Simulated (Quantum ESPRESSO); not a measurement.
# MnGaGe: which magnetic order is lowest, part 2 of 2

A self-consistent run ends on one state, which hangs on the start. Several orders of MnGaGe are started in Quantum ESPRESSO and their energies compared.

Quantum ESPRESSO 7.5; LDA; plane waves with GBRV 1.5 LDA potentials, no spin-orbit coupling.

So far, absolute magnetization (μB): step 2 (run 1 (ferro ++)) 4.41.

**3. Start 2: antiferro +−**

File pw.in:

```
&CONTROL
  calculation = 'scf'
  prefix = 'pwscf'
  outdir = './tmp'
  pseudo_dir = './pseudo'
  disk_io = 'nowf'
/
&SYSTEM
  ibrav = 0
  nat = 6
  ntyp = 4
  ecutwfc = 40
  ecutrho = 280
  nbnd = 60
  occupations = 'smearing'
  smearing = 'fd'
  degauss = 0.00734986
  nspin = 2
  starting_magnetization(1) = 0.2333
  starting_magnetization(2) = -0.2333
  starting_magnetization(3) = 0
  starting_magnetization(4) = 0
/
&ELECTRONS
  conv_thr = 1.2d-08
  electron_maxstep = 150
  mixing_beta = 0.3
/
ATOMIC_SPECIES
Mn1    54.9380 mn_lda_v1.5.uspp.F.UPF
Mn2    54.9380 mn_lda_v1.5.uspp.F.UPF
Ga     69.7230 ga_lda_v1.4.uspp.F.UPF
Ge     72.6300 ge_lda_v1.4.uspp.F.UPF
CELL_PARAMETERS angstrom
   3.9459570000    0.0000000000    0.0000000000
   0.0000000000    3.9459570000    0.0000000000
   0.0000000000    0.0000000000    5.9108820000
ATOMIC_POSITIONS crystal
Mn1     0.0000000000    0.0000000000    0.0000000000
Mn2     0.5000000000    0.5000000000    0.0000000000
Ga      0.0000000000    0.5000000000    0.7037730000
Ga      0.5000000000    0.0000000000    0.2962270000
Ge      0.0000000000    0.5000000000    0.2809470000
Ge      0.5000000000    0.0000000000    0.7190530000
K_POINTS automatic
6 6 6 0 0 0
```

Command:

```
$ OMP_NUM_THREADS=1 mpirun -n 4 pw.x -nk 4 -in pw.in > pw.out
```

The program printed:

```text
[banner, memory and clock lines left out]
Program PWSCF v.7.5 starts

     Message from routine setup:
     using ibrav=0 with symmetry is DISCOURAGED, use correct ibrav instead

     bravais-lattice index     =            0
     lattice parameter (alat)  =       7.4568  a.u.
     unit-cell volume          =     621.0886 (a.u.)^3
     number of atoms/cell      =            6
     number of atomic types    =            4
     number of electrons       =        96.00
     number of Kohn-Sham states=           60
     kinetic-energy cutoff     =      40.0000  Ry
     charge density cutoff     =     280.0000  Ry
     scf convergence threshold =      1.2E-08
     mixing beta               =       0.3000
     number of iterations used =            8  plain     mixing
     Exchange-correlation=  SLA  PZ   NOGX NOGC
                           (   1   1   0   0   0   0   0)

     celldm(1)=   7.456778  celldm(2)=   0.000000  celldm(3)=   0.000000
     celldm(4)=   0.000000  celldm(5)=   0.000000  celldm(6)=   0.000000

     crystal axes: (cart. coord. in units of alat)
               a(1) = (   1.000000   0.000000   0.000000 )
               a(2) = (   0.000000   1.000000   0.000000 )
               a(3) = (   0.000000   0.000000   1.497959 )

     reciprocal axes: (cart. coord. in units 2 pi/alat)
               b(1) = (  1.000000  0.000000  0.000000 )
               b(2) = (  0.000000  1.000000  0.000000 )
               b(3) = (  0.000000  0.000000  0.667575 )

     PseudoPot. # 1 for Mn read from file:
     mn_lda_v1.5.uspp.F.UPF
     Pseudo is Ultrasoft + core correction, Zval = 15.0

     PseudoPot. # 2 for Mn read from file:
     mn_lda_v1.5.uspp.F.UPF
     Pseudo is Ultrasoft + core correction, Zval = 15.0

     PseudoPot. # 3 for Ga read from file:
     ga_lda_v1.4.uspp.F.UPF
     Pseudo is Ultrasoft + core correction, Zval = 19.0

     PseudoPot. # 4 for Ge read from file:
     ge_lda_v1.4.uspp.F.UPF
     Pseudo is Ultrasoft + core correction, Zval = 14.0

     atomic species   valence    mass     pseudopotential
     Mn1              15.00    54.93800     Mn( 1.00)
     Mn2              15.00    54.93800     Mn( 1.00)
     Ga               19.00    69.72300     Ga( 1.00)
     Ge               14.00    72.63000     Ge( 1.00)

     Starting magnetic structure
     atomic species   magnetization
     Mn1             0.233
     Mn2            -0.233
     Ga              0.000
     Ge              0.000

      8 Sym. Ops. (no inversion) found

   Cartesian axes

     site n.     atom                  positions (alat units)
         1        Mn1    tau(   1) = (   0.0000000   0.0000000   0.0000000  )
         2        Mn2    tau(   2) = (   0.5000000   0.5000000   0.0000000  )
         3        Ga     tau(   3) = (   0.0000000   0.5000000   1.0542231  )
         4        Ga     tau(   4) = (   0.5000000   0.0000000   0.4437359  )
         5        Ge     tau(   5) = (   0.0000000   0.5000000   0.4208471  )
         6        Ge     tau(   6) = (   0.5000000   0.0000000   1.0771119  )

     number of k points=    40  Fermi-Dirac smearing, width (Ry)=  0.0073
                       cart. coord. in units 2pi/alat
        k(    1) = (   0.0000000   0.0000000   0.0000000), wk =   0.0046296
        k(    2) = (   0.0000000   0.0000000   0.1112625), wk =   0.0092593
        k(    3) = (   0.0000000   0.0000000   0.2225250), wk =   0.0092593
        k(    4) = (   0.0000000   0.0000000  -0.3337875), wk =   0.0046296
        k(    5) = (   0.0000000   0.1666667   0.0000000), wk =   0.0185185
        [... 35 further k-points ...]

     Dense  grid:    49175 G-vectors     FFT dimensions: (  40,  40,  60)

     Smooth grid:    21201 G-vectors     FFT dimensions: (  32,  32,  45)

     Check: negative core charge=   -0.000028
     Generating pointlists ...
     new r_m :   0.2696 (alat units)  2.0102 (a.u.) for type    1
     new r_m :   0.2696 (alat units)  2.0102 (a.u.) for type    2
     new r_m :   0.2613 (alat units)  1.9482 (a.u.) for type    3
     new r_m :   0.2613 (alat units)  1.9482 (a.u.) for type    4

     Initial potential from superposition of free atoms

     starting charge      92.9984, renormalised to      96.0000
     Starting wfcs are   68 randomized atomic wfcs

     Self-consistent Calculation

     iteration #  1     ecut=    40.00 Ry     beta= 0.30
     Davidson diagonalization with overlap
     ethr =  1.00E-02,  avg # of iterations =  3.0

     total energy              =   -1677.36635916 Ry
     estimated scf accuracy    <       6.92544286 Ry

     total magnetization       =    -0.00 Bohr mag/cell
     absolute magnetization    =     5.22 Bohr mag/cell

     iteration #  2     ecut=    40.00 Ry     beta= 0.30
     Davidson diagonalization with overlap
     ethr =  7.21E-03,  avg # of iterations =  2.0

     total energy              =   -1678.05826402 Ry
     estimated scf accuracy    <       1.79798623 Ry

     total magnetization       =    -0.00 Bohr mag/cell
     absolute magnetization    =     4.95 Bohr mag/cell

     [... further iterations left out ...]

     iteration # 14     ecut=    40.00 Ry     beta= 0.30
     Davidson diagonalization with overlap
     ethr =  4.94E-10,  avg # of iterations =  3.2

     total energy              =   -1678.52764277 Ry
     estimated scf accuracy    <       0.00000006 Ry

     total magnetization       =     0.00 Bohr mag/cell
     absolute magnetization    =     5.15 Bohr mag/cell

     iteration # 15     ecut=    40.00 Ry     beta= 0.30
     Davidson diagonalization with overlap
     ethr =  5.92E-11,  avg # of iterations =  2.6

     Magnetic moment per site  (integrated on atomic sphere of radius R)
     atom   1 (R=0.270)  charge= 13.5193  magn=  2.3122
     atom   2 (R=0.270)  charge= 13.5193  magn= -2.3121
     atom   3 (R=0.261)  charge= 17.1751  magn= -0.0000
     atom   4 (R=0.261)  charge= 17.1751  magn= -0.0000
     atom   5 (R=0.261)  charge= 11.9559  magn= -0.0000
     atom   6 (R=0.261)  charge= 11.9559  magn= -0.0000

     End of self-consistent calculation

     [... lines left out ...]
     the Fermi energy is    13.6209 ev

!    total energy              =   -1678.52764279 Ry
     estimated scf accuracy    <       0.00000001 Ry
     smearing contrib. (-TS)   =      -0.01128930 Ry
     internal energy E=F+TS    =   -1678.51635348 Ry

     The total energy is F=E-TS. E is the sum of the following terms:
     one-electron contribution =   -1095.14606131 Ry
     hartree contribution      =     609.70276933 Ry
     xc contribution           =    -262.76425110 Ry
     ewald contribution        =    -930.30881041 Ry

     total magnetization       =     0.00 Bohr mag/cell
     absolute magnetization    =     5.15 Bohr mag/cell

     convergence has been achieved in  15 iterations
```

It took 60 s on 4 MPI ranks of Intel Xeon Platinum 8488C (Sapphire Rapids), shared host; peak memory 0.71 GiB.

Spin moment in the atom's sphere by atom:

| atom | spin moment in the atom's sphere (μB) |
| --- | --- |
| Mn1 | 2.31 |
| Mn2 | -2.31 |
| Ga3 | 0.00 |
| Ga4 | 0.00 |
| Ge5 | 0.00 |
| Ge6 | 0.00 |

This step gave:

| Quantity | Value |
| --- | --- |
| smearing term TS | 0.1536 eV |
| magnetization | 0 μB |
| absolute magnetization | 5.146 μB |
| final state | antiferromagnetic |

**4. Run 3 (no spin polarisation)**

Edit pw.in of step 3 so:

```diff
@@ -10,3 +10,3 @@
   nat = 6
-  ntyp = 4
+  ntyp = 3
   ecutwfc = 40
@@ -17,7 +17,2 @@
   degauss = 0.00734986
-  nspin = 2
-  starting_magnetization(1) = 0.2333
-  starting_magnetization(2) = -0.2333
-  starting_magnetization(3) = 0
-  starting_magnetization(4) = 0
 /
@@ -29,4 +24,3 @@
 ATOMIC_SPECIES
-Mn1    54.9380 mn_lda_v1.5.uspp.F.UPF
-Mn2    54.9380 mn_lda_v1.5.uspp.F.UPF
+Mn     54.9380 mn_lda_v1.5.uspp.F.UPF
 Ga     69.7230 ga_lda_v1.4.uspp.F.UPF
@@ -38,4 +32,4 @@
 ATOMIC_POSITIONS crystal
-Mn1     0.0000000000    0.0000000000    0.0000000000
-Mn2     0.5000000000    0.5000000000    0.0000000000
+Mn      0.0000000000    0.0000000000    0.0000000000
+Mn      0.5000000000    0.5000000000    0.0000000000
 Ga      0.0000000000    0.5000000000    0.7037730000
```

The program printed:

```text
     [... lines left out ...]
Program PWSCF v.7.5 starts
     [... lines left out ...]
     number of atoms/cell      =            6
     [... lines left out ...]
     number of electrons       =        96.00
     number of Kohn-Sham states=           60
     kinetic-energy cutoff     =      40.0000  Ry
     charge density cutoff     =     280.0000  Ry
     scf convergence threshold =      1.2E-08
     [... lines left out ...]
     16 Sym. Ops., with inversion, found ( 8 have fractional translation)
     [... lines left out ...]
     number of k points=    40  Fermi-Dirac smearing, width (Ry)=  0.0073
     [... lines left out ...]
     iteration # 13     ecut=    40.00 Ry     beta= 0.30
     [... lines left out ...]
     the Fermi energy is    13.4651 ev
!    total energy              =   -1678.50414337 Ry
     estimated scf accuracy    <          7.8E-10 Ry
     smearing contrib. (-TS)   =      -0.02133648 Ry
     [... lines left out ...]
     convergence has been achieved in  13 iterations
```

It took 29 s on 4 MPI ranks; peak memory 0.47 GiB; 1.9 min of CPU time.

Read from the output:

```
smearing term TS : 0.2903 eV
final state      : non-magnetic (no spin polarisation)
```

**5. Energies of the orders**

An order is kept where moments of 0.15 μB or more survive with the typed signs; meshes match where a doubled cell samples the same k points as the first cell.

Orders:

| start | final state | typed order kept | energy over the lowest (meV a seeded atom) | largest site moment (μB) | net moment (μB a cell of the first run) | mesh matched | CPU time (s) |
| --- | --- | --- | --- | --- | --- | --- | --- |
| ferro ++ | ferromagnetic | yes | 0 | 1.989 | 3.901 | yes | 253.6 |
| antiferro +- | antiferromagnetic | yes | 88.16 | 2.312 | 0 | yes | 240 |
| no spin polarisation | non-magnetic | - | 248 | 0 | 0 | yes | 114.1 |

**6. Results**

```
lowest state found      : ferromagnetic (from ferro ++)
largest site moment     : 1.99 μB
next state with moments : antiferromagnetic, 88.2 meV a seeded atom higher
state without moments   : 248 meV a seeded atom higher
```

What this shows: Only these 3 starts were compared; other wavevectors, canted and longer-period orders were not. Energies are free energies at an electronic temperature of 1160 K, which lowers moments and differences where the moments are itinerant.

[Logs and program files are shortened in this print: banners, set-up blocks, solver, clock and traceback lines can be left out without a mark of their own.]

[Logs are printed without paths, hosts, clocks, repeated set-up lines and the standing remarks that a program may print on its own settings, such as how far it seeks lower states.]

[Hosts, paths, dates, database ids (printed as entryN), source tags and the programs' standing remarks are cut or masked in the printed files.]

[Where a cell is said to come from a database of computed structures, the database is the Materials Project.]
